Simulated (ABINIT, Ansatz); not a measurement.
## How the form of the self-energy moves the gap of BP (F-43m)

Aim: compare treatments of exchange, screening and correlation for the gap of BP (F-43m).

Calculated with ABINIT 10.8.3; PBE and many-body steps on it, plane waves.

Report form: the programs' logs are mostly left out.

## Step 1: The starting structure

Symmetry: F-43m, No. 216, cubic system. The conventional cell has a = 4.538 Å, b = 4.538 Å, c = 4.538 Å, α = 90.00°, β = 90.00°, γ = 90.00°. B has 4 P at 1.97 Å nearest. Nearest to P lie 4 B at 1.97 Å. Farther neighbours are not listed.

As a file:

```cif
data_structure
_symmetry_space_group_name_H-M 'P 1'
_symmetry_Int_Tables_number 1
_cell_length_a 3.2089
_cell_length_b 3.2089
_cell_length_c 3.2089
_cell_angle_alpha 60.000
_cell_angle_beta 60.000
_cell_angle_gamma 60.000
_cell_volume 23.36
loop_
_atom_site_label
_atom_site_type_symbol
_atom_site_fract_x
_atom_site_fract_y
_atom_site_fract_z
_atom_site_occupancy
B1 B 0.00000 0.00000 0.00000 1
P2 P 0.25000 0.25000 0.25000 1
```

The cell and positions come from the Crystallography Open Database and are kept as given unless a step says otherwise.

## Step 2: Empty states on the mesh, 6×6×6 mesh, 436 bands

This step: ABINIT 10.8.3; DFT, PBE, plane waves, norm-conserving pseudopotentials.

The sums over transitions need many empty states on a uniform mesh; this step solves for them.

run.abi reads:

```
acell 3*1.0 Angstrom
rprim 
  0.000000000000 2.269000000000 2.269000000000
  2.269000000000 0.000000000000 2.269000000000
  2.269000000000 2.269000000000 0.000000000000
ntypat 2
znucl 5 15
natom 2
typat 1 2
xred 
  0.000000000000 0.000000000000 0.000000000000
  0.250000000000 0.250000000000 0.250000000000
pp_dirpath "pseudos"
pseudos "B.upf, P.upf"
ecut 34
ngkpt 6 6 6
nshiftk 1
shiftk 0 0 0
kptopt 1
chksymbreak 0
irdden 1
istwfk *1
nband 436
prtvol 0
optdriver 6
gwr_task "HDIAGO"
paral_kgb 0
occopt 1
indata_prefix "in"
outdata_prefix "out"
tmpdata_prefix "tmp"
```

Launch:

```console
OMP_NUM_THREADS=1 mpirun -n 4 abinit run.abi > log
```

Wall time 12 s (4 MPI ranks of Intel Xeon 6975P-C (Granite Rapids), shared host); peak memory 0.77 GiB; 40 s of CPU time.

This step gave:

* gap: 1.347 eV
* k of the valence top: 0, 0, 0
* k of the conduction bottom: 0.5, 0.5, 0
* least direct gap: 3.407 eV
* k points computed: 16
* lowest point of the top converged band, above the valence top: 376.2079 eV

On this mesh the gap is 1.347 eV.

The density comes from a self-consistent run that is not shown.

## Step 3: Screening, 6×6×6 mesh, 177 bands, screening to 283 eV

The RPA dielectric matrix is built and inverted for each q.

This step: RPA screening on PBE, plane waves, norm-conserving pseudopotentials.

Edit run.abi of step 2 so:

```diff
@@ -20,10 +20,11 @@
 chksymbreak 0
-irdden 1
 istwfk *1
-nband 436
-prtvol 0
-optdriver 6
-gwr_task "HDIAGO"
-paral_kgb 0
 occopt 1
+irdwfk 1
+optdriver 3
+nband 177
+ecuteps 10.4
+inclvkb 2
+awtr 1
+symchi 1
 indata_prefix "in"
```

Run time: 79 s. Hardware: 4 MPI ranks; peak memory 1.2 GiB; 4.6 min of CPU time.

This step gave:

```yaml
eps_infinity_with_local_fields_on_this_mesh_along_the_program_s_q_direction: 9.736
the_same_without_local_fields: 10.65
plasma_frequency: 21.73 eV
plane_waves_in_the_screening_matrix: 259
```

Local fields lower ε∞ by 9 %.

## Step 4: G0W0, Godby-Needs plasmon pole

The self-energy is evaluated for the states that the input lists, and the levels follow from it, in one-shot runs by the linearised quasiparticle equation.

This step: G0W0 on PBE, plane waves, norm-conserving pseudopotentials.

Edit run.abi of step 3 so:

```diff
@@ -23,8 +23,17 @@
 irdwfk 1
-optdriver 3
+optdriver 4
 nband 177
+gwcalctyp 0
+ecutsigx 34
+symsigma 1
+nkptgw 2
+kptgw 
+  0.0000000000 0.0000000000 0.0000000000
+  0.5000000000 0.5000000000 0.0000000000
+bdgw 
+  2 7
+  3 6
 ecuteps 10.4
-inclvkb 2
-awtr 1
-symchi 1
+irdscr 1
+ppmodel 1
 indata_prefix "in"
```

Run time: 31 s. Hardware: 4 MPI ranks; peak memory 1.3 GiB.

Numbers from this step:

- G0W0 gap on the points computed: 2.077 eV
- starting gap on the mesh: 1.347 eV
- k of the valence top: 0, 0, 0
- k of the conduction bottom: 0.5, 0.5, 0
- Z at the valence top: 0.791
- Z at the conduction bottom: 0.804
- least direct G0W0 gap on the computed points: 4.287 eV

The gap on the mesh goes from 1.35 eV to 2.08 eV, a correction of +0.73 eV.

## Step 5: G0W0, Hybertsen-Louie plasmon pole

Edit run.abi of step 4 so:

```diff
@@ -37,3 +37,3 @@
 irdscr 1
-ppmodel 1
+ppmodel 2
 indata_prefix "in"
```

Run time: 31 s. Hardware: 4 MPI ranks; peak memory 1.3 GiB; 1.9 min of CPU time.

This step gave:

```
G0W0 gap on the points computed              : 2.158 eV
starting gap on the mesh                     : 1.347 eV
k of the valence top                         : 0, 0, 0
k of the conduction bottom                   : 0.5, 0.5, 0
Z at the valence top                         : 0.81
Z at the conduction bottom                   : 0.821
least direct G0W0 gap on the computed points : 4.374 eV
```

Against G0W0 in ABINIT (6×6×6 mesh, 177 bands, screening to 283 eV, Godby-Needs plasmon pole), the gap moves by +0.081 eV.

## Step 6: G0W0, Engel-Farid plasmon pole

Edit run.abi of step 5 so:

```diff
@@ -37,3 +37,3 @@
 irdscr 1
-ppmodel 2
+ppmodel 4
 indata_prefix "in"
```

Elapsed: 12 s, on 4 MPI ranks; peak memory 1.2 GiB.

Numbers from this step:

- G0W0 gap on the points computed: 2.169 eV
- starting gap on the mesh: 1.347 eV
- k of the valence top: 0, 0, 0
- k of the conduction bottom: 0.5, 0.5, 0
- least direct G0W0 gap on the computed points: 4.371 eV

Against G0W0 in ABINIT (6×6×6 mesh, 177 bands, screening to 283 eV, Godby-Needs plasmon pole), the gap moves by +0.092 eV.

## Step 7: One-shot Hartree-Fock

This step: one-shot Hartree-Fock on PBE, plane waves, norm-conserving pseudopotentials.

Edit run.abi of step 6 so:

```diff
@@ -24,4 +24,4 @@
 optdriver 4
-nband 177
-gwcalctyp 0
+nband 8
+gwcalctyp 5
 ecutsigx 34
@@ -35,5 +35,4 @@
   3 6
-ecuteps 10.4
-irdscr 1
-ppmodel 4
+ixc_sigma 40
+fftgw 31
 indata_prefix "in"
```

It took 2.4 s on 4 MPI ranks; peak memory 0.12 GiB.

Numbers from this step:

```yaml
quasiparticle_gap_on_the_points_computed: 7.399 eV
starting_gap_on_the_mesh: 1.347 eV
k_of_the_valence_top: 0, 0, 0
k_of_the_conduction_bottom: 0.5, 0.5, 0
least_direct_quasiparticle_gap_on_the_computed_points: 9.943 eV
```

Against G0W0 in ABINIT (6×6×6 mesh, 177 bands, screening to 283 eV, Godby-Needs plasmon pole), the gap moves by +5.322 eV.

## Step 8: The runs together

Times are wall times on 4 MPI ranks of Intel Xeon 6975P-C (Granite Rapids), shared host, good to a factor of about two. A run's time includes the screening step that it read.

```
                               run   mesh  bands  screening cutoff (eV)  DFT gap (eV)  gap on the mesh (eV)  direct (eV)  ε∞ used     time
    G0W0, Godby-Needs plasmon pole  6×6×6    177                    283         1.347                 2.077        4.287     9.74  1.8 min
G0W0, Hybertsen-Louie plasmon pole  6×6×6    177                    283         1.347                 2.158        4.374     9.74  1.8 min
    G0W0, Engel-Farid plasmon pole  6×6×6    177                    283         1.347                 2.169        4.371     9.74     91 s
             one-shot Hartree-Fock  6×6×6      -                      -         1.347                 7.399        9.943        -    2.4 s
```

## Step 9: Results

- G0W0, Godby-Needs plasmon pole: 2.077 eV
- G0W0, Hybertsen-Louie plasmon pole: 2.158 eV
- G0W0, Engel-Farid plasmon pole: 2.169 eV
- one-shot Hartree-Fock: 7.399 eV
- known limits: not at the basis limit

**Reading.** G0W0, Hybertsen-Louie plasmon pole: +0.081 eV against G0W0, Godby-Needs plasmon pole. G0W0, Engel-Farid plasmon pole: +0.092 eV against G0W0, Godby-Needs plasmon pole. One-shot Hartree-Fock: +5.322 eV against G0W0, Godby-Needs plasmon pole. Bare exchange alone opens the gap to 7.40 eV; against G0W0, correlation takes back 5.32 eV. Bands and cutoff are finite, so the gap is not at the basis limit. The miss can reach some tenths of an eV and take either sign; the mesh is an error of its own. In the G0W0 runs levels were corrected at 2 k points alone, so a gap called «on the mesh» is the least over those, and an edge elsewhere would be missed. A denser mesh or path gives a starting gap of 1.26 eV: the GW mesh misses a band edge, so its gaps are not the fundamental one.

[Paths, hosts, dates, memory and timing lines, banners, echoed tables and standing remarks are left out of the program output.]

[Logs are printed without paths, hosts, clocks, repeated set-up lines and the standing remarks that a program may print on its own settings, such as how far it seeks lower states.]

[Runs of the session that timed out or met a known fault of the program may be left out.]

[Hosts, paths, dates, database ids (printed as entryN), source tags and the programs' standing remarks are cut or masked in the printed files.]

[G0W0 gaps are taken among the corrected bands and points alone; a level outside them can change the order at an edge.]

[Where Ansatz stands beside ABINIT at settings called matched, ABINIT's density can come from a denser mesh and the files from another edition; pairs whose starting gaps differed by over 0.03 eV were left out, so agreement reads better than it is.]
